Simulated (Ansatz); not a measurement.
# K3Ti2Cu3, from a guessed structure to a relaxed one

This structure for K3Ti2Cu3 is made up. Its elements were placed in a known structure type with a cell scaled to their sizes. What cell does the guess relax to, and how far off was it?

Program: Ansatz 0.2.0. Level of theory: DFT, PBEsol, plane-wave PAW, files of the set soft_1, scalar-relativistic, ferromagnetic start, cell and ions relaxed at zero pressure; PAW set soft_1. Results are calculated unless marked as measured.

### Step 1. The starting structure

The structure is orthorhombic, space group Pmmm (No. 47). The conventional cell has a = 4.986 Å, b = 5.003 Å, c = 9.732 Å, α = 90.00°, β = 90.00°, γ = 90.00°. Cu has 4 Ti at 3.44 Å and 4 Cu at 3.49 Å and 4 K at 3.53 Å nearest. Nearest to Cu lie 6 K at 3.48 to 3.49 Å and 2 Cu at 3.49 Å and 4 Ti at 3.53 Å. Nearest to Ti lie 6 Cu at 3.44 to 3.53 Å and 6 K at 3.45 to 3.53 Å. Nearest to K lie 4 Cu at 3.48 Å and 4 Ti at 3.53 Å and 4 K at 3.53 Å. Nearest to K lie 4 Ti at 3.45 Å and 8 Cu at 3.49 to 3.53 Å. K has 4 Cu at 3.49 Å and 4 Ti at 3.52 Å and 4 K at 3.53 Å nearest. Farther neighbours are not listed.

Structure file:

```cif
data_structure
_symmetry_space_group_name_H-M 'Pmmm'
_symmetry_Int_Tables_number 47
_cell_length_a 4.9860
_cell_length_b 5.0030
_cell_length_c 9.7320
_cell_angle_alpha 90.000
_cell_angle_beta 90.000
_cell_angle_gamma 90.000
_cell_volume 242.76
loop_
_atom_site_label
_atom_site_type_symbol
_atom_site_symmetry_multiplicity
_atom_site_Wyckoff_symbol
_atom_site_fract_x
_atom_site_fract_y
_atom_site_fract_z
_atom_site_occupancy
Cu1 Cu 1 b 0.50000 0.00000 0.00000 1
Cu2 Cu 2 t 0.50000 0.50000 0.25030 1
Ti1 Ti 2 q 0.00000 0.00000 0.24410 1
K1 K 1 g 0.00000 0.50000 0.50000 1
K2 K 1 e 0.00000 0.50000 0.00000 1
K3 K 1 d 0.50000 0.00000 0.50000 1
```

### Step 2. Relaxation of the guess

The guess takes its coordinates from another compound and its volume from a rule, so the cell and any free coordinates are relaxed together.

input.yaml reads:

```yaml
crystal:
  lattice:
    - [4.986, 0.0, 0.0]
    - [0.0, 5.003, 0.0]
    - [0.0, 0.0, 9.732]
  atoms:
    - { symbol: Cu, position: [0.5, 0.0, 0.0], spin: 0.6 }
    - { symbol: Cu, position: [0.5, 0.5, 0.2503], spin: 0.6 }
    - { symbol: Cu, position: [0.5, 0.5, 0.7497], spin: 0.6 }
    - { symbol: Ti, position: [0.0, 0.0, 0.2441], spin: 1.0 }
    - { symbol: Ti, position: [0.0, 0.0, 0.7559], spin: 1.0 }
    - { symbol: K, position: [0.0, 0.5, 0.5] }
    - { symbol: K, position: [0.0, 0.5, 0.0] }
    - { symbol: K, position: [0.5, 0.0, 0.5] }
magnetization:
  spin_polarized: true
kpoints:
  mp_grid: { grid: [6, 6, 3] }
scf:
  occupations: { method: fermi_dirac, width: 0.05 }
hamiltonian:
  xc: pbesol
  pseudopotentials: { kind: paw, azcp: { folder: soft_1 }, xc_functional: pbe }
relax:
  f_tol: 0.015
  max_steps: 70
  cell: {}
output:
  forces: true
  stress: true
```

The run is started by

```sh
$ ansatz run input.yaml --threads 4 --pin off --max-ram 10240MiB --backend cpu --events-out ev --progress --plain --runs-dir out
```

Numbers of over 12 decimals in the logs are rounded to 6 here.

The log of the run:

```text
Engine: ansatz 0.2.0, x86_64-unknown-linux-gnu
Pseudopotentials: kind: paw
Pseudopotential: Cu, paw, valence charge 19, recommended cutoff 420 eV (normal), soft_1/Cu.paw.azcp
Pseudopotential: Ti, paw, valence charge 12, recommended cutoff 420 eV (normal), soft_1/Ti.paw.azcp
Pseudopotential: K, paw, valence charge 9, recommended cutoff 420 eV (normal), soft_1/K.paw.azcp
Functional definition: PBEsol
  exchange = pbesol_x
  correlation = pbesol_c
Crystal: 8 atoms, lattice volume = 242.764 Å³
Basis set: ecut = 420 eV, 4781 PW (Γ), exchange–correlation on 72×72×144 points (8 copies of the dense FFT grid, shifted against one another)
Bands: 68, of which v1, the nominal top of the filled ones, is band 54 counted from 1 (53 counted from 0)
Symmetry: 8 space group operations
Space group: Pmmm (ITA 47), of the structure as read, at distance tolerance 6.2e-5 Å
Magnetic group: BNS 47.249 (UNI 347), of the structure as read, at distance tolerance 6.2e-5 Å
k-points: 32 of 108
Non-local potential: Cu, projectors of the file, l = 0: 3, l = 1: 2, l = 2: 3, l = 3: 1
Non-local potential: Ti, projectors of the file, l = 0: 3, l = 1: 2, l = 2: 3, l = 3: 1
Non-local potential: K, projectors of the file, l = 0: 3, l = 1: 2, l = 2: 2
PAW form: soft (Blöchl's): semilocal exchange-correlation on the pseudo side does not see the compensation charge
PAW frozen core: Cu, regenerated for the run's functional, and the local potential with it (the file was generated under x = pbe(κ = 0.804, μ = 0.219515), c = pbe(β = 0.066725))
PAW frozen core: Ti, regenerated for the run's functional, and the local potential with it (the file was generated under x = pbe(κ = 0.804, μ = 0.219515), c = pbe(β = 0.066725))
PAW frozen core: K, regenerated for the run's functional, and the local potential with it (the file was generated under x = pbe(κ = 0.804, μ = 0.219515), c = pbe(β = 0.066725))
PAW one-centre angular grid: Cu, 590 points (default); XC on 64 Gauss nodes
PAW one-centre angular grid: Ti, 590 points (default); XC on 64 Gauss nodes
PAW one-centre angular grid: K, 110 points (default); XC on 64 Gauss nodes
Initial density: superposition of atomic densities (chi_scale 0.1, normalization cell, long waves kept (reshape's long-wave potential 0.38 eV rms))
Starting moments: Σ|m| = 3.8 μB on 5 of 8 sites
Initial wavefunctions: pseudopotential atomic-orbital guess
Functional: x = pbesol(κ = 0.804, μ = 0.123457), c = pbesol(β = 0.046)
SCF iter   1: F=—  HF=-29305.551050 eV  |F-HF|=—  |Δ(HF+E_count)|=         —  Δρ=4.13e-1 (↑4.06e-1 ↓4.13e-1)  dr2=1.81e3  dr2_m=1.45e-1  M=2.897 μB ∫|m|=3.187 μB  β_m=0.30  ethr=3.10e-3  ⟨swp⟩=8.2  Hψ=18803  notcnv=0
Mixer restart at iter 1: flushing history
preconditioner: auto → Kerker (q_TF=auto, 2.384 Å⁻¹)  [metal: Δε(μ)=0.002 eV  Ē_g=2.857 eV  σ=0.050 eV  W_gap=0.01  n_scr=54 (ndim 8)  ℏωp=15.8 eV  f_vac=0.000  D(μ)=20.91/eV (n_scr^D=240)]
spin=Collinear: Kerker preconditioning applied to the charge; magnetization (m = ρ↑ − ρ↓) channel mixes plain (no charge-response kernel on spin).
SCF iter   2: F=—  HF=-29336.585303 eV  |F-HF|=—  |Δ(HF+E_count)|=    3.10e1  Δρ=1.95e-1 (↑1.86e-1 ↓1.95e-1)  dr2=1.80e2  dr2_m=9.85e-2  M=3.654 μB ∫|m|=3.669 μB  β_m=0.26  ethr=3.10e-3  ⟨swp⟩=5.9  Hψ=23150  notcnv=0  defer=16
SCF iter   3: F=—  HF=-29269.260695 eV  |F-HF|=—  |Δ(HF+E_count)|=    6.73e1  Δρ=1.18e-1 (↑1.11e-1 ↓1.18e-1)  dr2=7.04e1  dr2_m=1.07e-1  M=3.626 μB ∫|m|=3.659 μB  β_m=0.42  ethr=3.10e-3  ⟨swp⟩=4.1  Hψ=15388  notcnv=0  defer=59
SCF iter   4: F=—  HF=-29251.481020 eV  |F-HF|=—  |Δ(HF+E_count)|=    1.78e1  Δρ=3.10e-2 (↑2.59e-2 ↓3.10e-2)  dr2=6.71e0  dr2_m=1.19e-1  M=3.884 μB ∫|m|=3.919 μB  β_m=0.71  ethr=3.10e-3  ⟨swp⟩=4.1  Hψ=14660  notcnv=0  defer=66
SCF iter   5: F=—  HF=-29253.786346 eV  |F-HF|=—  |Δ(HF+E_count)|=    2.31e0  Δρ=4.06e-2 (↑4.05e-2 ↓4.06e-2)  dr2=9.97e0  dr2_m=1.13e-1  M=4.614 μB ∫|m|=4.634 μB  β_m=0.60  ethr=3.10e-3  ⟨swp⟩=2.4  Hψ=9383  notcnv=0  defer=72
SCF iter   6: F=—  HF=-29252.606605 eV  |F-HF|=—  |Δ(HF+E_count)|=    1.18e0  Δρ=2.79e-2 (↑2.79e-2 ↓2.75e-2)  dr2=5.10e0  dr2_m=4.57e-2  M=4.975 μB ∫|m|=5.015 μB  β_m=0.72  ethr=3.10e-3  ⟨swp⟩=2.5  Hψ=9250  notcnv=0  defer=73
SCF iter   7: F=—  HF=-29251.837274 eV  |F-HF|=—  |Δ(HF+E_count)|=         —  Δρ=7.88e-3 (↑7.88e-3 ↓6.91e-3)  dr2=4.05e-1  dr2_m=4.01e-2  M=5.346 μB ∫|m|=5.446 μB  β_m=0.72  ethr=3.10e-3  ⟨swp⟩=2.0  Hψ=7171  notcnv=0  defer=77
SCF iter   8: F=—  HF=-29251.775807 eV  |F-HF|=—  |Δ(HF+E_count)|=   6.15e-2  Δρ=4.70e-3 (↑4.70e-3 ↓3.30e-3)  dr2=8.46e-2  dr2_m=7.47e-3  M=5.431 μB ∫|m|=5.570 μB  β_m=0.86  ethr=3.75e-4  ⟨swp⟩=2.5  Hψ=7251  notcnv=0  defer=150
SCF iter   9: F=—  HF=-29251.792359 eV  |F-HF|=—  |Δ(HF+E_count)|=   1.66e-2  Δρ=4.09e-3 (↑4.09e-3 ↓3.69e-3)  dr2=1.19e-1  dr2_m=1.04e-3  M=5.569 μB ∫|m|=5.735 μB  β_m=0.93  ethr=7.84e-5  ⟨swp⟩=2.1  Hψ=6510  notcnv=0  defer=150
SCF iter  10: F=—  HF=-29251.794048 eV  |F-HF|=—  |Δ(HF+E_count)|=   1.69e-3  Δρ=3.56e-3 (↑3.43e-3 ↓3.56e-3)  dr2=8.62e-2  dr2_m=9.07e-4  M=5.677 μB ∫|m|=5.840 μB  β_m=0.95  ethr=7.84e-5  ⟨swp⟩=2.0  Hψ=5667  notcnv=0  defer=150
SCF iter  11: F=—  HF=-29251.785681 eV  |F-HF|=—  |Δ(HF+E_count)|=   8.37e-3  Δρ=1.50e-3 (↑1.50e-3 ↓1.49e-3)  dr2=1.63e-2  dr2_m=3.72e-4  M=5.765 μB ∫|m|=5.911 μB  β_m=0.97  ethr=7.84e-5  ⟨swp⟩=2.0  Hψ=6769  notcnv=0  defer=155
SCF iter  12: F=—  HF=-29251.786457 eV  |F-HF|=—  |Δ(HF+E_count)|=   7.75e-4  Δρ=1.13e-3 (↑1.13e-3 ↓9.18e-4)  dr2=6.69e-3  dr2_m=2.16e-4  M=5.834 μB ∫|m|=5.966 μB  β_m=0.99  ethr=1.51e-5  ⟨swp⟩=2.0  Hψ=6087  notcnv=0  defer=151
SCF iter  13: F=—  HF=-29251.786701 eV  |F-HF|=—  |Δ(HF+E_count)|=   2.45e-4  Δρ=5.16e-4 (↑5.16e-4 ↓4.27e-4)  dr2=2.09e-3  dr2_m=3.51e-5  M=5.863 μB ∫|m|=5.994 μB  β_m=0.99  ethr=6.20e-6  ⟨swp⟩=2.0  Hψ=5035  notcnv=0  defer=151
SCF iter  14: F=—  HF=-29251.786785 eV  |F-HF|=—  |Δ(HF+E_count)|=   8.38e-5  Δρ=4.02e-4 (↑4.02e-4 ↓2.24e-4)  dr2=6.95e-4  dr2_m=1.00e-4  M=5.884 μB ∫|m|=6.015 μB  β_m=1.00  ethr=1.93e-6  ⟨swp⟩=2.0  Hψ=5411  notcnv=0  defer=151
SCF iter  15: F=—  HF=-29251.787086 eV  |F-HF|=—  |Δ(HF+E_count)|=   3.01e-4  Δρ=1.09e-4 (↑1.09e-4 ↓6.51e-5)  dr2=1.12e-4  dr2_m=3.70e-6  M=5.928 μB ∫|m|=6.059 μB  β_m=1.00  ethr=6.43e-7  ⟨swp⟩=2.3  Hψ=7030  notcnv=0  defer=152
SCF iter  16: F=—  HF=-29251.787099 eV  |F-HF|=—  |Δ(HF+E_count)|=   1.31e-5  Δρ=1.56e-4 (↑1.56e-4 ↓1.34e-4)  dr2=1.55e-4  dr2_m=1.22e-6  M=5.928 μB ∫|m|=6.058 μB  β_m=0.85  ethr=1.04e-7  ⟨swp⟩=2.0  Hψ=7269  notcnv=0  defer=152
[...]
iter 1 solved again at ethr=9.92e-6 eV; its pass at ethr=3.10e-3 eV (dr2=1.07e-2 eV) is discarded
SCF iter   1: F=—  HF=-29255.715478 eV  |F-HF|=—  |Δ(HF+E_count)|=         —  Δρ=6.87e-5 (↑6.87e-5 ↓6.87e-5)  dr2=6.49e-7  dr2_m=6.57e-11  M=-0.000 μB ∫|m|=0.000 μB  β_m=0.65  ethr=9.92e-6  ⟨swp⟩=2.2  Hψ=22714  notcnv=0
eigensolver tolerance schedule: the retry pair's looser diagonalisation over-reported the residual by 16515.37 of it (diagonalisation noise at an unbounded share of the residual, at the tolerance the schedule requests for it); recorded, not acted on — ethr = c·dr2/N_el stays at c = 1.0e-1
preconditioner: auto → Kerker (q_TF=auto, 2.297 Å⁻¹)  [metal: Δε(μ)=0.009 eV  Ē_g=7.927 eV  σ=0.050 eV  W_gap=0.04  n_scr=26 (ndim 8)  ℏωp=22.9 eV  f_vac=0.000  D(μ)=7.65/eV (n_scr^D=72)]
spin=Collinear: Kerker preconditioning applied to the charge; magnetization (m = ρ↑ − ρ↓) channel mixes plain (no charge-response kernel on spin).
SCF iter   2: F=—  HF=-29255.715501 eV  |F-HF|=—  |Δ(HF+E_count)|=   2.36e-5  Δρ=2.57e-5 (↑2.57e-5 ↓2.57e-5)  dr2=2.94e-7  dr2_m=2.65e-11  M=-0.000 μB ∫|m|=0.000 μB  β_m=0.56  ethr=6.00e-10  ⟨swp⟩=3.0  Hψ=9476  notcnv=0
SCF iter   3: F=—  HF=-29255.715504 eV  |F-HF|=—  |Δ(HF+E_count)|=   2.85e-6  Δρ=1.73e-5 (↑1.73e-5 ↓1.72e-5)  dr2=7.52e-7  dr2_m=3.89e-11  M=-0.000 μB ∫|m|=0.000 μB  β_m=0.42  ethr=2.72e-10  ⟨swp⟩=2.0  Hψ=7826  notcnv=0  recentre
SCF iter   4: F=—  HF=-29255.715505 eV  |F-HF|=—  |Δ(HF+E_count)|=   6.28e-7  Δρ=1.80e-6 (↑1.80e-6 ↓1.80e-6)  dr2=1.00e-8  dr2_m=4.31e-11  M=-0.000 μB ∫|m|=0.000 μB  β_m=0.51  ethr=2.72e-10  ⟨swp⟩=2.0  Hψ=7514  notcnv=0
SCF iter   5: F=—  HF=-29255.715505 eV  |F-HF|=—  |Δ(HF+E_count)|=   9.02e-9  Δρ=5.97e-7 (↑5.75e-7 ↓5.97e-7)  dr2=1.32e-9  dr2_m=4.52e-11  M=-0.000 μB ∫|m|=0.000 μB  β_m=0.42  ethr=9.30e-12  ⟨swp⟩=2.0  Hψ=5476  notcnv=0
SCF iter   6: F=—  HF=-29255.715504 eV  |F-HF|=—  |Δ(HF+E_count)|=   1.00e-6  Δρ=3.85e-7 (↑3.31e-7 ↓3.85e-7)  dr2=4.77e-10  dr2_m=4.70e-11  M=-0.000 μB ∫|m|=0.000 μB  β_m=0.61  ethr=1.22e-12  ⟨swp⟩=2.0  Hψ=7186  notcnv=0
SCF iter   7: F=—  HF=-29255.715504 eV  |F-HF|=—  |Δ(HF+E_count)|=  3.64e-11  Δρ=2.98e-7 (↑2.52e-7 ↓2.98e-7)  dr2=3.59e-10  dr2_m=4.02e-11  M=-0.000 μB ∫|m|=0.000 μB  β_m=0.80  ethr=1.00e-12  ⟨swp⟩=1.3  Hψ=4539  notcnv=0
SCF iter   8: F=—  HF=-29255.715504 eV  |F-HF|=—  |Δ(HF+E_count)|=  6.55e-11  Δρ=3.08e-7 (↑3.08e-7 ↓2.49e-7)  dr2=1.39e-10  dr2_m=2.58e-11  M=-0.000 μB ∫|m|=0.000 μB  β_m=0.90  ethr=1.00e-12  ⟨swp⟩=2.0  Hψ=7868  notcnv=0
SCF iter   9: F=—  HF=-29255.715504 eV  |F-HF|=—  |Δ(HF+E_count)|=  1.82e-11  Δρ=2.11e-7 (↑2.11e-7 ↓1.70e-7)  dr2=8.53e-11  dr2_m=2.09e-11  M=-0.000 μB ∫|m|=0.000 μB  β_m=0.95  ethr=1.00e-12  ⟨swp⟩=1.3  Hψ=4404  notcnv=0
SCF iter  10: F=—  HF=-29255.715504 eV  |F-HF|=—  |Δ(HF+E_count)|=  1.82e-11  Δρ=1.14e-7 (↑1.14e-7 ↓8.83e-8)  dr2=3.83e-11  dr2_m=9.62e-12  M=-0.000 μB ∫|m|=0.000 μB  β_m=0.98  ethr=1.00e-12  ⟨swp⟩=1.5  Hψ=4705  notcnv=0
SCF iter  11: F=—  HF=-29255.715504 eV  |F-HF|=—  |Δ(HF+E_count)|=  1.09e-11  Δρ=1.08e-7 (↑8.97e-8 ↓1.08e-7)  dr2=5.00e-11  dr2_m=2.79e-12  M=-0.000 μB ∫|m|=0.000 μB  β_m=0.90  ethr=1.00e-12  ⟨swp⟩=1.4  Hψ=4400  notcnv=0
SCF iter  12: F=—  HF=-29255.715504 eV  |F-HF|=—  |Δ(HF+E_count)|=  7.28e-12  Δρ=7.24e-8 (↑6.14e-8 ↓7.24e-8)  dr2=2.52e-11  dr2_m=7.53e-13  M=-0.000 μB ∫|m|=0.000 μB  β_m=0.95  ethr=1.00e-12  ⟨swp⟩=1.4  Hψ=4389  notcnv=0
SCF iter  13: F=-29255.715504 eV  HF=-29255.715504 eV  |F-HF|=5.09e-11  |Δ(HF+E_count)|=  1.82e-11  Δρ=8.88e-8 (↑8.10e-8 ↓8.88e-8)  dr2=5.68e-11  dr2_m=1.34e-13  M=-0.000 μB ∫|m|=0.000 μB  ethr=1.00e-12  ⟨swp⟩=2.0  Hψ=12243  notcnv=0
the starting moments were not kept: the SCF closed with an absolute magnetisation of 1.9e-5 μB, where they sum to 3.8 μB in size (5 sites). That is at most 0.1 of that sum. Measured as dr2_m measures the in/out step, that magnetisation stands 5.4e-11 eV from none, at or under the dr2_threshold of 8.0e-11 eV: it is no larger than a step whose dr2_m would equal this threshold.
SCF 17 converged in 13 iterations: F = -29255.715504 eV  dr2 = 5.68e-11
relax step  17: F+E_penalty+E_count = -29255.71550364 eV  Δ(F+E_penalty+E_count) = -1.582e-6 eV  max|allowed force component| = 9.648e-4 eV/Å  Δτ_max = 0.0000 Å  P = +0.009 GPa  Ω = 162.812 Å³  stress off target by 2.16e-2 GPa  SCF on the basis re-selected at this cell (its energy is not comparable with the rows above)  (13 SCF iters)
basis re-selected at this cell: Δ(F+E_penalty+E_count) = -1.582e-6 eV, ΔP = -0.000 GPa vs the last step (what re-selecting the basis moved, of the pressure what is left beyond the Pulay correction that the steps carried, after the strain that the cell walked since its last selection, with what the two solves' SCF thresholds leave and, on support functions, any second-order correction that the steps lacked; it is no m [...]
SCF converged after 13 iterations
Magnetization: -0.0000 μB (54.0000 up, 54.0000 down)
Absolute magnetization: 0.0000 μB (∫|ρ↑−ρ↓|, with the PAW one-centre terms)
Spin contamination: 0.0000 ħ² per cell (⟨S²⟩ above its minimum at these occupations)
Per-site moments (μB) at R_I (Å): [(-2.8186023299342947e-7, 1.095224), (-8.21343606709276e-8, 1.208263), (-8.213436077065855e-8, 1.208263), (-6.021904070135278e-6, 1.095224), (-6.021904070092316e-6, 1.095224), (-5.110009521642309e-8, 1.208263), (-1.058895791627076e-8, 1.208263), (-3.435704530672374e-7, 1.208263)]
Free energy (F): -29255.715504 eV
Harris-Foulkes:  -29255.715504 eV  (|F-HF|=5.09e-11)
Internal energy: -29255.652860 eV  (E = F + TS)
E sigma→0 (E₀):  -29255.684182 eV
Entropy (-TS):   -0.062643 eV (-7.830 meV/atom)
Fermi energy:    9.947210 eV
--- Per-component energies (eV) ---
  E_band       = -2053.642789
  E_kinetic    = 2112.461463
  E_local      = -22452.313927  (includes V_loc(G=0)·N_el)
  E_nonlocal   = 2846.962697
  E_hartree    = 9577.731497
  E_xc         = -832.793373
  E_vxc        = -1043.188338  (∫ρ·V_xc dr)
  E_paw        = -9665.250784  (= ΣΔE_a)
  E_vpaw       = -2673.030370  (= ΣTr[D̂ρ^β])
  E_aug_tail   = 0.002659  (compensation charges beyond the density's cutoff)
  E_ewald      = -10843.674126
  E_core_change = 1.221033  (= ΣΔE_core)
  E_smearing   = -0.062643  (= −TS)
  E_closure    = -0.000000  (closes the sum)
  Σ components = -29255.715504   (vs F -29255.715504, Δ=0.00e0)
--- Forces (eV/Å), atoms counted from 1 ---
  atom   1  Cu    -0.00000000     0.00000000     0.00000000
  atom   2  Cu     0.00000000    -0.00000000    -0.00096483
  atom   3  Cu    -0.00000000     0.00000000     0.00096483
  atom   4  Ti     0.00000000    -0.00000000    -0.00019347
  atom   5  Ti    -0.00000000     0.00000000     0.00019347
  atom   6  K      0.00000000    -0.00000000     0.00000000
  atom   7  K      0.00000000    -0.00000000     0.00000000
  atom   8  K      0.00000000     0.00000000     0.00000000
  max |Σ_I F_I| component: 5.42e-20 eV/Å
--- Stress (GPa, compression-positive) ---
        0.005408       0.000000      -0.000000
        0.000000      -0.000480       0.000000
       -0.000000       0.000000       0.021644
  P = ⅓ Tr σ = 0.0089 GPa (0.089 kbar)
--- Relaxed structure (15 steps of the walk, 15 accepted, 2 SCFs on fresh bases) ---
  F+E_penalty+E_count = -29255.71550364 eV   max|allowed force component| = 9.648e-4 eV/Å   (the final SCF, on the basis selected at the relaxed cell)
  cell:  # Å, volume = 162.8119 Å³
    - [2.929122, 0, 0]
    - [0, 5.127769, 0]
    - [0, 0, 10.839776]
  atoms:
    - { symbol: Cu, position: [0.5, 0, 0] }
    - { symbol: Cu, position: [0.5, 0.500000, 0.252227] }
    - { symbol: Cu, position: [0.5, 0.500000, 0.747773] }
    - { symbol: Ti, position: [0, 0, 0.204305] }
    - { symbol: Ti, position: [0, 0, 0.795695] }
    - { symbol: K, position: [0, 0.500000, 0.500000] }
    - { symbol: K, position: [0, 0.500000, 0] }
    - { symbol: K, position: [0.5, 0, 0.500000] }
```

Run time: 5.7 min. Hardware: 4 threads of Intel Xeon at 2.60GHz (Ice Lake), shared host; peak memory 1.2 GiB.

Relaxation path:

| step | energy less that of the first step (eV) | largest force component (eV/Å) | pressure (GPa) | volume (Å³) |
| --- | --- | --- | --- | --- |
| 1 | 0.0000 | 0.8813 | -4.16 | 242.76 |
| 2 | -0.9678 | 0.7509 | -4.05 | 223.41 |
| 3 | -1.7485 | 0.5974 | -3.37 | 205.29 |
| 4 | -2.3268 | 0.4158 | -2.22 | 190.41 |
| 5 | -2.6840 | 0.1515 | -0.80 | 179.11 |
| 6 | -2.9189 | 0.1473 | 0.45 | 172.16 |
| 7 | -3.2128 | 0.2808 | 0.78 | 169.00 |
| 8 | -3.5968 | 0.0981 | 0.33 | 165.21 |
| 9 | -3.8578 | 0.1771 | 1.32 | 159.45 |
| 10 | -3.8766 | 0.3960 | -0.05 | 161.52 |
| 11 | -3.9174 | 0.1891 | -0.12 | 163.54 |
| 12 | -3.9274 | 0.0301 | 0.07 | 162.36 |
| 13 | -3.9284 | 0.0046 | 0.02 | 162.64 |
| 14 | -3.9283 | 0.0031 | -0.01 | 162.79 |
| 15* | -3.9283 | 0.0037 | 0.02 | 162.79 |
| 16 | -3.9284 | 0.0010 | 0.01 | 162.81 |
| 17* | -3.9285 | 0.0010 | 0.01 | 162.81 |

Relaxation steps marked * repeat the geometry before them on a plane-wave basis chosen anew for their cell, so energy and pressure can jump there.

The run keeps the 8 symmetry operations that it works with, so distortions that break them were not tested.

| cell as run | before | after | change |
| --- | --- | --- | --- |
| a (Å) | 4.986 | 2.929 | -41.3 % |
| b (Å) | 5.003 | 5.128 | +2.5 % |
| c (Å) | 9.732 | 10.840 | +11.4 % |
| volume (Å³/atom) | 30.35 | 20.35 | -32.9 % |

The atoms that moved most (Å, as changes of fractional coordinates times the final cell):

| atom | dx | dy | dz | length |
| --- | --- | --- | --- | --- |
| Ti4 | 0.000 | 0.000 | -0.431 | 0.431 |
| Ti5 | 0.000 | 0.000 | 0.431 | 0.431 |
| Cu3 | 0.000 | 0.000 | -0.021 | 0.021 |
| Cu2 | 0.000 | 0.000 | 0.021 | 0.021 |

The relaxed structure:

```
Cu Ti K
1.0
     2.92912    0.00000    0.00000
     0.00000    5.12777    0.00000
     0.00000    0.00000   10.83978
Cu Ti K
3 2 3
Direct
  0.50000 0.00000 0.00000
  0.50000 0.50000 0.25223
  0.50000 0.50000 0.74777
  0.00000 0.00000 0.20431
  0.00000 0.00000 0.79569
  0.00000 0.50000 0.50000
  0.00000 0.50000 0.00000
  0.50000 0.00000 0.50000
```

This step gave:

| Quantity | Value |
| --- | --- |
| free energy | -29255.7155 eV |
| energy at zero smearing | -29255.6842 eV |
| smearing term TS | 0.06264 eV |
| Fermi energy | 9.947 eV |
| electrons | 108 |
| symmetry operations | 8 |
| pressure | 0.008858 GPa |

Shortest distances by pair of elements, guess and relaxed (not always the same contact):

| pair | guess (Å) | relaxed (Å) |
| --- | --- | --- |
| Cu–Ti | 3.444 | 2.655 |
| Cu–Cu | 3.492 | 2.929 |
| Ti–Ti | 4.751 | 2.929 |
| K–K | 3.532 | 2.929 |
| Cu–K | 3.481 | 2.953 |

The relaxation ends with a largest force component of 9.7e-4 eV/Å and a pressure of 0.01 GPa. The starting moments have collapsed: the run ends non-magnetic.

### Step 3. Outcome

```yaml
space_group_relaxed: Pmmm
conventional_cell: a = 2.929, b = 5.128, c = 10.840 Å; α = 90.0°, β = 90.0°, γ = 90.0°
volume_per_atom: 20.35 Å³ (guess 30.35)
total_moment: 0.00 μB in the cell of 8 atoms
```

What this shows: K3Ti2Cu3 relaxes to Pmmm with a = 2.929, b = 5.128 and c = 10.840 Å. The guessed volume was 49 % too large. The space group Pmmm was held in the relaxation, so the end point is a stationary structure within it and may be a saddle against distortions or other arrangements. The moments died out from this one start and weren't seeded again at the relaxed cell. Mesh and cutoff weren't tested. A vector of the cell changed its length by 41 %, so the starting arrangement is largely lost and the mesh was laid for another shape. No dispersion term is used, so weakly bound directions may come out too long. Nothing here tests whether the compound is stable against decomposition.

[Logs are printed without paths, hosts, clocks, repeated set-up lines and the standing remarks that a program may print on its own settings, such as how far it seeks lower states.]

[Hosts, paths, dates, database ids (printed as entryN), source tags and the programs' standing remarks are cut or masked in the printed files.]
